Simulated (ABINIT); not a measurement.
**Quasiparticle gap of CsPbCl3 (Pm-3m) in ABINIT**

Wanted: ground state, empty states, screening and self-energy for CsPbCl3 (Pm-3m).

Method: PBE and many-body steps on it, plane waves, in ABINIT 10.8.3.

**1. The structure**

It takes space group Pm-3m (No. 221, cubic). Conventional cell: a = 5.605 Å, b = 5.605 Å, c = 5.605 Å, α = 90.00°, β = 90.00°, γ = 90.00°. Nearest to Cs lie 12 Cl at 3.96 Å. Pb has 6 Cl at 2.80 Å nearest. Nearest to Cl lie 2 Pb at 2.80 Å and 4 Cs at 3.96 Å. Farther neighbours and most contacts between anions are not listed.

As a file:

```cif
data_structure
_symmetry_space_group_name_H-M 'P 1'
_symmetry_Int_Tables_number 1
_cell_length_a 5.6050
_cell_length_b 5.6050
_cell_length_c 5.6050
_cell_angle_alpha 90.000
_cell_angle_beta 90.000
_cell_angle_gamma 90.000
_cell_volume 176.09
loop_
_atom_site_label
_atom_site_type_symbol
_atom_site_fract_x
_atom_site_fract_y
_atom_site_fract_z
_atom_site_occupancy
Cs1 Cs 0.00000 0.00000 0.00000 1
Pb2 Pb 0.50000 0.50000 0.50000 1
Cl3 Cl 0.50000 0.50000 0.00000 1
Cl4 Cl 0.00000 0.50000 0.50000 1
Cl5 Cl 0.50000 0.00000 0.50000 1
```

The cell and positions come from the Crystallography Open Database and are kept as given unless a step says otherwise. Spin-orbit coupling is left out unless a step names it.

**2. Ground state**

This step: ABINIT 10.8.3; DFT, PBE, plane waves, norm-conserving pseudopotentials.

The ground-state density comes first.

run.abi reads:

```
acell 3*1.0 Angstrom
rprim 
  5.605000000000 0.000000000000 0.000000000000
  0.000000000000 5.605000000000 0.000000000000
  0.000000000000 0.000000000000 5.605000000000
ntypat 3
znucl 55 82 17
natom 5
typat 1 2 3 3 3
xred 
  0.000000000000 0.000000000000 0.000000000000
  0.500000000000 0.500000000000 0.500000000000
  0.500000000000 0.500000000000 0.000000000000
  0.000000000000 0.500000000000 0.500000000000
  0.500000000000 0.000000000000 0.500000000000
pp_dirpath "pseudos"
pseudos "Cs.upf, Pb.upf, Cl.upf"
ecut 32
ngkpt 4 4 4
nshiftk 1
shiftk 0 0 0
kptopt 1
chksymbreak 0
nband 32
occopt 1
tolvrs 1e-08
nstep 60
prtwf 0
indata_prefix "in"
outdata_prefix "out"
tmpdata_prefix "tmp"
```

On the command line:

```
OMP_NUM_THREADS=1 mpirun -n 4 abinit run.abi > log
```

Numbers of over 12 decimals in the logs are rounded to 6 here.

Log:

```text
.Version 10.8.3 of ABINIT. v10.8.2 released Aug 2026.

 Symmetries : space group Pm -3 m (#221); Bravais cP (primitive cubic)
================================================================================
 Values of the parameters that define the memory need of the present run
     intxc =       0    ionmov =       0      iscf =       7    lmnmax =       8
     lnmax =       8     mgfft =      54  mpssoang =       4    mqgrid =    3001
     natom =       5  nloc_mem =       1    nspden =       1   nspinor =       1
    nsppol =       1      nsym =      48    n1xccc =    2501    ntypat =       3
    occopt =       1   xclevel =       2
-    mband =          32        mffmem =           1         mkmem =           3
       mpw =       10315          nfft =      157464          nkpt =          10
================================================================================
  Rough estimation (10% accuracy) of disk space for files :
================================================================================

--------------------------------------------------------------------------------
------------- Echo of variables that govern the present computation ------------
--------------------------------------------------------------------------------
 -outvars: echo values of preprocessed input variables --------
            acell      1.8897261259E+00  1.8897261259E+00  1.8897261259E+00 Bohr

      chksymbreak           0
             ecut      3.20000000E+01 Hartree
-          fftalg         312

              ixc     -101130
              kpt      0.00000000E+00  0.00000000E+00  0.00000000E+00
                       2.50000000E-01  0.00000000E+00  0.00000000E+00
                       5.00000000E-01  0.00000000E+00  0.00000000E+00
                       2.50000000E-01  2.50000000E-01  0.00000000E+00
                       5.00000000E-01  2.50000000E-01  0.00000000E+00
                       5.00000000E-01  5.00000000E-01  0.00000000E+00
                       2.50000000E-01  2.50000000E-01  2.50000000E-01
                       5.00000000E-01  2.50000000E-01  2.50000000E-01
                       5.00000000E-01  5.00000000E-01  2.50000000E-01
                       5.00000000E-01  5.00000000E-01  5.00000000E-01
         kptrlatt        4    0    0      0    4    0      0    0    4
          kptrlen      4.23676597E+01
P           mkmem           3
            natom           5
            nband          32
            ngfft          54      54      54
             nkpt          10
            nstep          60
             nsym          48
           ntypat           3
              occ      2.000000  2.000000  2.000000  2.000000  2.000000  2.000000
                       2.000000  2.000000  2.000000  2.000000  2.000000  2.000000
                       2.000000  2.000000  2.000000  2.000000  2.000000  2.000000
                       2.000000  2.000000  2.000000  2.000000  2.000000  2.000000
                       2.000000  2.000000  0.000000  0.000000  0.000000  0.000000
                       0.000000  0.000000
            prtwf           0
            rprim      5.6050000000E+00  0.0000000000E+00  0.0000000000E+00
                       0.0000000000E+00  5.6050000000E+00  0.0000000000E+00
[...]
spgroup         221

           tolvrs      1.00000000E-08

             xred      0.0000000000E+00  0.0000000000E+00  0.0000000000E+00
[...]
znucl       55.00000   82.00000   17.00000

================================================================================

 chkinp: Checking input parameters for consistency.

================================================================================
== DATASET  1 ==================================================================
-   mpi_nproc: 4, omp_nthreads: 1 (-1 if OMP is not activated)

--- !DatasetInfo
iteration_state: {dtset: 1, }
dimensions: {natom: 5, nkpt: 10, mband: 32, nsppol: 1, nspinor: 1, nspden: 1, mpw: 10315, }
cutoff_energies: {ecut:  32.0, pawecutdg:  -1.0, }
electrons: {nelect:   5.20000000E+01, charge:   0.00000000E+00, occopt:   1.00000000E+00, tsmear:   1.00000000E-02, }

 Real(R)+Recip(G) space primitive vectors, cartesian coordinates (Bohr,Bohr^-1):
 R(1)= 10.5919149  0.0000000  0.0000000  G(1)=  0.0944116  0.0000000  0.0000000
 R(2)=  0.0000000 10.5919149  0.0000000  G(2)=  0.0000000  0.0944116  0.0000000
 R(3)=  0.0000000  0.0000000 10.5919149  G(3)=  0.0000000  0.0000000  0.0944116
 Unit cell volume ucvol=  1.1882928E+03 bohr^3
 Angles (23,13,12)=  9.00000000E+01  9.00000000E+01  9.00000000E+01 degrees

 getcut: wavevector=  0.0000  0.0000  0.0000  ngfft=  54  54  54
         ecut(hartree)=     32.000   => boxcut(ratio)=   2.00207

--- Pseudopotential description ------------------------------------------------
- Cs Generated using ONCVPSP code by D. R. Hamann
- 55.00000   9.00000  171031                  znucl, zion, pspdat
12 -101130 3 -1 2414                          pspcod,pspxc,lmax,lloc,mmax
     nproj     2     2     2     2
  pspatm : epsatm=   22.81663564
         --- l  ekb(1:nproj) -->
[...]
pspatm: atomic psp has been read  and splines computed

- Pb Generated using ONCVPSP code by D. R. Hamann
- 82.00000  22.00000  220131                  znucl, zion, pspdat
[...]
ETOT  4  -282.63648421894    -2.480E-04 1.144E-03 6.246E-01
 ETOT  5  -282.63651776948    -3.355E-05 5.387E-04 1.494E-01
 ETOT  6  -282.63652215599    -4.387E-06 1.679E-04 2.358E-02
 ETOT  7  -282.63652346236    -1.306E-06 7.571E-05 4.557E-03
 ETOT  8  -282.63652366616    -2.038E-07 8.369E-05 2.074E-04
 ETOT  9  -282.63652367534    -9.183E-09 3.768E-05 4.005E-06
 ETOT 10  -282.63652367576    -4.252E-10 3.799E-05 2.413E-07
 ETOT 11  -282.63652367582    -5.139E-11 1.735E-05 4.773E-09

 At SCF step   11       vres2   =  4.77E-09 < tolvrs=  1.00E-08 =>converged.

 Cartesian components of stress tensor (hartree/bohr^3)
  sigma(1 1)= -4.08266935E-05  sigma(3 2)=  0.00000000E+00
  sigma(2 2)= -4.08266935E-05  sigma(3 1)=  0.00000000E+00
  sigma(3 3)= -4.08266935E-05  sigma(2 1)=  0.00000000E+00

--- !ResultsGS
iteration_state: {dtset: 1, }
comment   : Summary of ground state results
lattice_vectors:
- [ 10.5919149,   0.0000000,   0.0000000, ]
- [  0.0000000,  10.5919149,   0.0000000, ]
- [  0.0000000,   0.0000000,  10.5919149, ]
lattice_lengths: [  10.59191,   10.59191,   10.59191, ]
lattice_angles: [ 90.000,  90.000,  90.000, ] # degrees, (23, 13, 12)
lattice_volume:   1.1882928E+03
convergence: {deltae: -5.139E-11, res2:  4.773E-09, residm:  1.735E-05, diffor: null, }
etotal    :  -2.82636524E+02
entropy   :   0.00000000E+00
fermie    :   1.02427899E-01
cartesian_stress_tensor: # hartree/bohr^3
- [ -4.08266935E-05,   0.00000000E+00,   0.00000000E+00, ]
- [  0.00000000E+00,  -4.08266935E-05,   0.00000000E+00, ]
- [  0.00000000E+00,   0.00000000E+00,  -4.08266935E-05, ]
pressure_GPa:   1.2012E+00
xred      :
- [  0.0000E+00,   0.0000E+00,   0.0000E+00, Cs]
- [  5.0000E-01,   5.0000E-01,   5.0000E-01, Pb]
- [  5.0000E-01,   5.0000E-01,   0.0000E+00, Cl]
- [  0.0000E+00,   5.0000E-01,   5.0000E-01, Cl]
- [  5.0000E-01,   0.0000E+00,   5.0000E-01, Cl]
cartesian_forces: # hartree/bohr
- [ -0.00000000E+00,  -0.00000000E+00,  -0.00000000E+00, ]
- [ -0.00000000E+00,  -0.00000000E+00,  -0.00000000E+00, ]
- [ -0.00000000E+00,  -0.00000000E+00,  -0.00000000E+00, ]
- [ -0.00000000E+00,  -0.00000000E+00,  -0.00000000E+00, ]
- [ -0.00000000E+00,  -0.00000000E+00,  -0.00000000E+00, ]
force_length_stats: {min:   0.00000000E+00, max:   0.00000000E+00, mean:   0.00000000E+00, }

 Integrated electronic density in atomic spheres:
 ------------------------------------------------
 Atom  Sphere_radius  Integrated_density
[...]
================================================================================

 ----iterations are completed or convergence reached----

 Mean square residual over all n,k,spin=   12.519E-08; max=  17.347E-06
 reduced coordinates (array xred) for    5 atoms
       0.000000000000      0.000000000000      0.000000000000
       0.500000000000      0.500000000000      0.500000000000
       0.500000000000      0.500000000000      0.000000000000
       0.000000000000      0.500000000000      0.500000000000
       0.500000000000      0.000000000000      0.500000000000
 rms dE/dt=  0.0000E+00; max dE/dt=  0.0000E+00; dE/dt below (all hartree)
    1       0.000000000000      0.000000000000      0.000000000000
    2       0.000000000000      0.000000000000      0.000000000000
    3       0.000000000000      0.000000000000      0.000000000000
    4       0.000000000000      0.000000000000      0.000000000000
    5       0.000000000000      0.000000000000      0.000000000000

 cartesian coordinates (angstrom) at end:
    1      0.000000     0.000000     0.000000
    2      2.802500     2.802500     2.802500
    3      2.802500     2.802500     0.000000
    4      0.000000     2.802500     2.802500
    5      2.802500     0.000000     2.802500

 cartesian forces (hartree/bohr) at end:
[...]
frms,max,avg= 0.0000000E+00 0.0000000E+00   0.000E+00  0.000E+00  0.000E+00 h/b

 cartesian forces (eV/Angstrom) at end:
    1     -0.000000    -0.000000    -0.000000
    2     -0.000000    -0.000000    -0.000000
    3     -0.000000    -0.000000    -0.000000
    4     -0.000000    -0.000000    -0.000000
    5     -0.000000    -0.000000    -0.000000
 frms,max,avg= 0.0000000E+00 0.0000000E+00   0.000E+00  0.000E+00  0.000E+00 e/A
 length scales=  1.889726125908  1.889726125908  1.889726125908 bohr
              =  1.000000000000  1.000000000000  1.000000000000 angstroms
 prteigrs : about to open file out_EIG
 Fermi (or HOMO) energy (hartree) =   0.10243   Average Vxc (hartree)=  -0.29278
 Eigenvalues (hartree) for nkpt=  10  k points:
 kpt#   1, nband= 32, wtk=  0.01563, kpt=  0.0000  0.0000  0.0000 (reduced coord)
  -5.02370   -2.88158   -2.88158   -2.88158   -0.68291   -0.51653   -0.51653   -0.50762
  -0.50762   -0.50762   -0.45513   -0.42305   -0.42305   -0.19776   -0.19776   -0.19776
  -0.14101   -0.06948   -0.06948   -0.06948    0.00536    0.00536    0.00536    0.00927
   0.00927    0.00927    0.22532    0.25983    0.25983    0.29325    0.29325    0.29325
 prteigrs : prtvol=0 or 1, do not print more k-points.

--- !EnergyTerms
iteration_state     : {dtset: 1, }
comment             : Components of total free energy in Hartree
kinetic             :  8.08797040700819E+01
hartree             :  1.00499096126179E+02
xc                  : -5.43967834896113E+01
Ewald energy        : -1.33017418738071E+02
psp_core            :  3.38783852564955E+00
local_psp           : -3.03728844613565E+02
non_local_psp       :  2.37398844435198E+01
total_energy        : -2.82636523675816E+02
total_energy_eV     : -7.69093161296399E+03
band_energy         : -3.80895010693657E+01

 Cartesian components of stress tensor (hartree/bohr^3)
  sigma(1 1)= -4.08266935E-05  sigma(3 2)=  0.00000000E+00
  sigma(2 2)= -4.08266935E-05  sigma(3 1)=  0.00000000E+00
  sigma(3 3)= -4.08266935E-05  sigma(2 1)=  0.00000000E+00

-Cartesian components of stress tensor (GPa)         [Pressure=  1.2012E+00 GPa]
- sigma(1 1)= -1.20116279E+00  sigma(3 2)=  0.00000000E+00
- sigma(2 2)= -1.20116279E+00  sigma(3 1)=  0.00000000E+00
- sigma(3 3)= -1.20116279E+00  sigma(2 1)=  0.00000000E+00

== END DATASET(S) ==============================================================
================================================================================

 -outvars: echo values of variables after computation  --------
           etotal     -2.8263652368E+02
            nband          32
             nkpt          10
          spgroup         221
 [... the other variables as echoed above ...]

 Calculation completed.
```

It took 43 s on 4 MPI ranks of Arm Neoverse V2, shared host; peak memory 0.46 GiB; 2.9 min of CPU time.

This step gave:

| Property | Result |
| --- | --- |
| total energy | -7690.9316 eV |
| gap | 1.932 eV |
| k of the valence top | 0.5, 0.5, 0.5 |
| k of the conduction bottom | 0.5, 0.5, 0.5 |
| least direct gap | 1.932 eV |
| pressure | 1.201 GPa |

The gap is direct, at (0.500, 0.500, 0.500).

The cutoff was set for levels, not for stress, so the pressure can be off by some GPa.

[end of part 1 of 3]

[Paths, hosts, dates, memory and timing lines, banners, echoed tables and standing remarks are left out of the program output.]

[Logs are printed without paths, hosts, clocks, repeated set-up lines and the standing remarks that a program may print on its own settings, such as how far it seeks lower states.]

[Runs of the session that timed out or met a known fault of the program may be left out.]

[Hosts, paths, dates, database ids (printed as entryN), source tags and the programs' standing remarks are cut or masked in the printed files.]

[G0W0 gaps are taken among the corrected bands and points alone; a level outside them can change the order at an edge.]

[Where Ansatz stands beside ABINIT at settings called matched, ABINIT's density can come from a denser mesh and the files from another edition; pairs whose starting gaps differed by over 0.03 eV were left out, so agreement reads better than it is.]
